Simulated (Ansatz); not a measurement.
# CaGeS3 (model cell, started as cubic perovskite with Ge in the octahedra): following an unstable mode, part 2 of 3

Which phase does CaGeS3 (model cell, started as cubic perovskite with Ge in the octahedra) fall into along its unstable mode, and how much energy does it gain?

Ansatz 0.2.0; DFT PBEsol, scalar-relativistic, plane waves, PAW; PAW set soft_1.

So far, highest frequency on the path or at a solved wavevector (cm⁻¹): step 2 (response at finite wavevector) 376. Also lowest frequency on the path (cm⁻¹): step 2 -167.

The structure was built from a prototype and need not be the compound's stable phase.

## (3) The mode frozen in, largest atomic shift 0 Å

The mode followed lies at q = (0.25, -0.5, -0.5) with frequency 167.1i cm⁻¹ and is 2-fold degenerate, the softest among the wavevectors solved. At small amplitude the distorted cell has space group no. 98 by a symmetry search on the positions. The undistorted cell that holds it gives the zero of energy on the same k mesh.

System of this step: CaGeS3 (model cell, started as cubic perovskite with Ge in the octahedra). Symmetry: Pm-3m, No. 221, cubic system. Conventional cell: a = 4.701 Å, b = 4.701 Å, c = 4.701 Å, α = 90.00°, β = 90.00°, γ = 90.00°. Ca has 12 S at 3.32 Å nearest. Nearest to Ge lie 6 S at 2.35 Å. Nearest to S lie 2 Ge at 2.35 Å and 4 Ca at 3.32 Å. S has 2 Ge at 2.35 Å and 4 Ca at 3.32 Å nearest. Farther neighbours and most contacts between anions are not listed.

Contents of input.yaml:

```yaml
crystal:
  lattice:
    - [0.0, -4.7007771819, -4.7007771819]
    - [0.0, -4.7007771819, 4.7007771819]
    - [-9.4015543637, -4.7007771819, 0.0]
  atoms:
    - { symbol: Ca, position: [0.75, 0.75, 0.5] }
    - { symbol: Ca, position: [0.25, 0.25, 0.5] }
    - { symbol: Ca, position: [0.5, 0.5, 1.0] }
    - { symbol: Ca, position: [0.0, 0.0, 1.0] }
    - { symbol: Ge, position: [0.375, 0.875, 0.25] }
    - { symbol: Ge, position: [0.875, 0.375, 0.25] }
    - { symbol: Ge, position: [0.125, 0.625, 0.75] }
    - { symbol: Ge, position: [0.625, 0.125, 0.75] }
    - { symbol: S, position: [0.125, 0.125, 0.25] }
    - { symbol: S, position: [0.625, 0.625, 0.25] }
    - { symbol: S, position: [0.875, 0.875, 0.75] }
    - { symbol: S, position: [0.375, 0.375, 0.75] }
    - { symbol: S, position: [0.625, 0.125, 0.25] }
    - { symbol: S, position: [0.125, 0.625, 0.25] }
    - { symbol: S, position: [0.375, 0.875, 0.75] }
    - { symbol: S, position: [0.875, 0.375, 0.75] }
    - { symbol: S, position: [0.5, 0.0, 0.0] }
    - { symbol: S, position: [0.0, 0.5, 0.0] }
    - { symbol: S, position: [0.25, 0.75, 0.5] }
    - { symbol: S, position: [0.75, 0.25, 0.5] }
kpoints:
  mp_grid: { grid: [6, 6, 6] }
hamiltonian:
  xc: pbesol
  pseudopotentials: { kind: paw, azcp: { folder: soft_1 }, xc_functional: pbe }
scf:
  occupations: { method: methfessel_paxton, width: 0.2 }
output:
  forces: true
  stress: true
  eigenvalues: true
```

Command:

```bash
ansatz run input.yaml --threads 4 --pin off --max-ram 16384MiB --backend cpu --events-out ev --progress --plain --runs-dir out
```

Numbers of over 12 decimals in the logs are rounded to 6 here.

Log:

```text
[...]
Crystal: 20 atoms, lattice volume = 415.498 Å³
Basis set: ecut = 420 eV, 8127 PW (Γ), exchange–correlation on 90×90×144 points (8 copies of the dense FFT grid, shifted against one another)
Bands: 104, of which v1, the nominal top of the filled ones, is band 84 counted from 1 (83 counted from 0)
Symmetry: 64 space group operations
[...]
k-points: 30 of 216
[...]
k-point 0: bands = [... 80 lower, 6.6541, 6.6541, 6.6541, 7.6024, 7.6024, 8.3874, 9.8400, 10.0302, ... 16 higher]
  k-point 1: bands = [... 80 lower, 6.3834, 7.1453, 7.1453, 7.5673, 7.6388, 7.7223, 9.9430, 9.9758, ... 16 higher]
  k-point 2: bands = [... 80 lower, 6.3145, 6.7925, 7.5225, 7.5225, 7.5423, 7.6663, 9.8165, 9.8165, ... 16 higher]
  k-point 29: bands = [... 80 lower, 6.1218, 6.2205, 7.1351, 7.4248, 8.4092, 8.4713, 8.8394, 9.2837, ... 16 higher]
[key lines of the parts left out:]
SCF converged after 10 iterations
Free energy (F): -34821.171863 eV
Fermi energy:    7.173995 eV
P = ⅓ Tr σ = 0.0966 GPa (0.966 kbar)
```

It took 41 s on 4 threads of Arm Neoverse V1, shared host; peak memory 1.7 GiB; 2.7 min of CPU time.

Numbers from this step:

```
pressure                         : 0.09655 GPa
energy from the undistorted cell : 0 meV/atom
```

The run ends at a pressure of 0.10 GPa.

## (4) The mode frozen in, largest atomic shift 0.6 Å

The atoms are moved along the unstable eigenvector, the largest shift by 0.6 Å, with the cell fixed.

Contents of input.yaml:

```yaml
crystal:
  lattice:
    - [0.0, -4.7007771819, -4.7007771819]
    - [0.0, -4.7007771819, 4.7007771819]
    - [-9.4015543637, -4.7007771819, 0.0]
  atoms:
    - { symbol: Ca, position: [0.741764339, 0.758235661, 0.5] }
    - { symbol: Ca, position: [0.258235661, 0.241764339, 0.5] }
    - { symbol: Ca, position: [0.508235661, 0.508235661, 1.0] }
    - { symbol: Ca, position: [-0.008235661, -0.008235661, 1.0] }
    - { symbol: Ge, position: [0.3696296259, 0.875, 0.25] }
    - { symbol: Ge, position: [0.8803703741, 0.375, 0.25] }
    - { symbol: Ge, position: [0.125, 0.6196296259, 0.75] }
    - { symbol: Ge, position: [0.625, 0.1303703741, 0.75] }
    - { symbol: S, position: [0.1430786573, 0.1430786573, 0.2138426854] }
    - { symbol: S, position: [0.6069213427, 0.6069213427, 0.2861573146] }
    - { symbol: S, position: [0.8930786573, 0.8930786573, 0.7138426854] }
    - { symbol: S, position: [0.3569213427, 0.3569213427, 0.7861573146] }
    - { symbol: S, position: [0.6430786573, 0.1430786573, 0.2138426854] }
    - { symbol: S, position: [0.1069213427, 0.6069213427, 0.2861573146] }
    - { symbol: S, position: [0.3569213427, 0.8569213427, 0.7861573146] }
    - { symbol: S, position: [0.8930786573, 0.3930786573, 0.7138426854] }
    - { symbol: S, position: [0.5638192342, -0.0638192342, 0.0] }
    - { symbol: S, position: [-0.0638192342, 0.5638192342, 0.0] }
    - { symbol: S, position: [0.3138192342, 0.8138192342, 0.5] }
    - { symbol: S, position: [0.6861807658, 0.1861807658, 0.5] }
kpoints:
  mp_grid: { grid: [6, 6, 6] }
hamiltonian:
  xc: pbesol
  pseudopotentials: { kind: paw, azcp: { folder: soft_1 }, xc_functional: pbe }
scf:
  occupations: { method: methfessel_paxton, width: 0.2 }
output:
  forces: true
  stress: true
  eigenvalues: true
```

Log:

```text
[...]
Crystal: 20 atoms, lattice volume = 415.498 Å³
Basis set: ecut = 420 eV, 8127 PW (Γ), exchange–correlation on 90×90×144 points (8 copies of the dense FFT grid, shifted against one another)
Bands: 104, of which v1, the nominal top of the filled ones, is band 84 counted from 1 (83 counted from 0)
Symmetry: 8 space group operations
[...]
k-point 0: bands = [... 80 lower, 6.4151, 6.9455, 6.9490, 7.4068, 7.4068, 7.5008, 9.6733, 9.7149, ... 16 higher]
  k-point 1: bands = [... 80 lower, 6.4742, 6.5300, 7.2519, 7.3267, 7.3542, 7.4656, 9.5064, 9.7170, ... 16 higher]
  k-point 2: bands = [... 80 lower, 6.4304, 6.4407, 7.2255, 7.3221, 7.5060, 7.5169, 9.3753, 9.7842, ... 16 higher]
  k-point 29: bands = [... 80 lower, 6.2832, 6.4571, 6.8513, 6.9693, 8.3773, 8.4611, 8.7893, 8.9594, ... 16 higher]
[key lines of the parts left out:]
SCF converged after 11 iterations
Free energy (F): -34823.005146 eV
Fermi energy:    7.235399 eV
P = ⅓ Tr σ = -0.6847 GPa (-6.847 kbar)
```

Wall time 56 s (4 threads); peak memory 1.7 GiB; 3.6 min of CPU time.

This step gave:

| Property | Result |
| --- | --- |
| pressure | -0.6847 GPa |
| energy from the undistorted cell | -91.91 meV/atom |

The energy, extrapolated to zero smearing, is -91.91 meV/atom against the undistorted cell.

The run ends at a pressure of -0.68 GPa, with forces up to 0.60 eV/Å.

## (5) Energy along the mode, all amplitudes (two of the runs are shown above)

An imaginary frequency means negative curvature, so the energy should fall and then rise again as anharmonic terms take over.

Numbers from this step:

```
depth at the lowest point sampled  : 91.91 meV/atom
largest atomic shift at that point : 0.6 Å
```

Table of energy from the parent by largest atomic shift:

| largest atomic shift (Å) | energy from the parent (meV/atom) |
| --- | --- |
| 0.000 | 0 |
| 0.040 | -0.769 |
| 0.080 | -3.05 |
| 0.140 | -9.14 |
| 0.220 | -21.5 |
| 0.320 | -41.5 |
| 0.450 | -69.1 |
| 0.600 | -91.9 |

Displacement at unit largest shift by atom:

| atom | x (Å) | y (Å) | z (Å) | size |
| --- | --- | --- | --- | --- |
| Ca1 | 0.00 | 0.00 | 0.13 | 0.13 |
| Ca2 | 0.00 | 0.00 | -0.13 | 0.13 |
| Ca3 | 0.00 | -0.13 | 0.00 | 0.13 |
| Ca4 | 0.00 | 0.13 | 0.00 | 0.13 |
| Ge5 | 0.00 | 0.04 | 0.04 | 0.06 |
| Ge6 | 0.00 | -0.04 | -0.04 | 0.06 |
| Ge7 | 0.00 | 0.04 | -0.04 | 0.06 |
| Ge8 | 0.00 | -0.04 | 0.04 | 0.06 |
| S9 | 0.57 | 0.00 | 0.00 | 0.57 |
| S10 | -0.57 | 0.00 | 0.00 | 0.57 |
| S11 | 0.57 | 0.00 | 0.00 | 0.57 |
| S12 | -0.57 | 0.00 | 0.00 | 0.57 |
| S13 | 0.57 | 0.00 | 0.00 | 0.57 |
| S14 | -0.57 | 0.00 | 0.00 | 0.57 |
| S15 | -0.57 | 0.00 | 0.00 | 0.57 |
| S16 | 0.57 | 0.00 | 0.00 | 0.57 |
| S17 | 0.00 | 0.00 | -1.00 | 1.00 |
| S18 | 0.00 | 0.00 | 1.00 | 1.00 |
| S19 | 0.00 | -1.00 | 0.00 | 1.00 |
| S20 | 0.00 | 1.00 | 0.00 | 1.00 |

The lowest of the steps tried is the last one, at 0.6 Å, 91.9 meV/atom below the parent; the bottom of the well need not coincide with a step.

(Part 2 of 3 ends here.)

[Logs are printed without paths, hosts, clocks, repeated set-up lines and the standing remarks that a program may print on its own settings, such as how far it seeks lower states.]

[Hosts, paths, dates, database ids (printed as entryN), source tags and the programs' standing remarks are cut or masked in the printed files.]
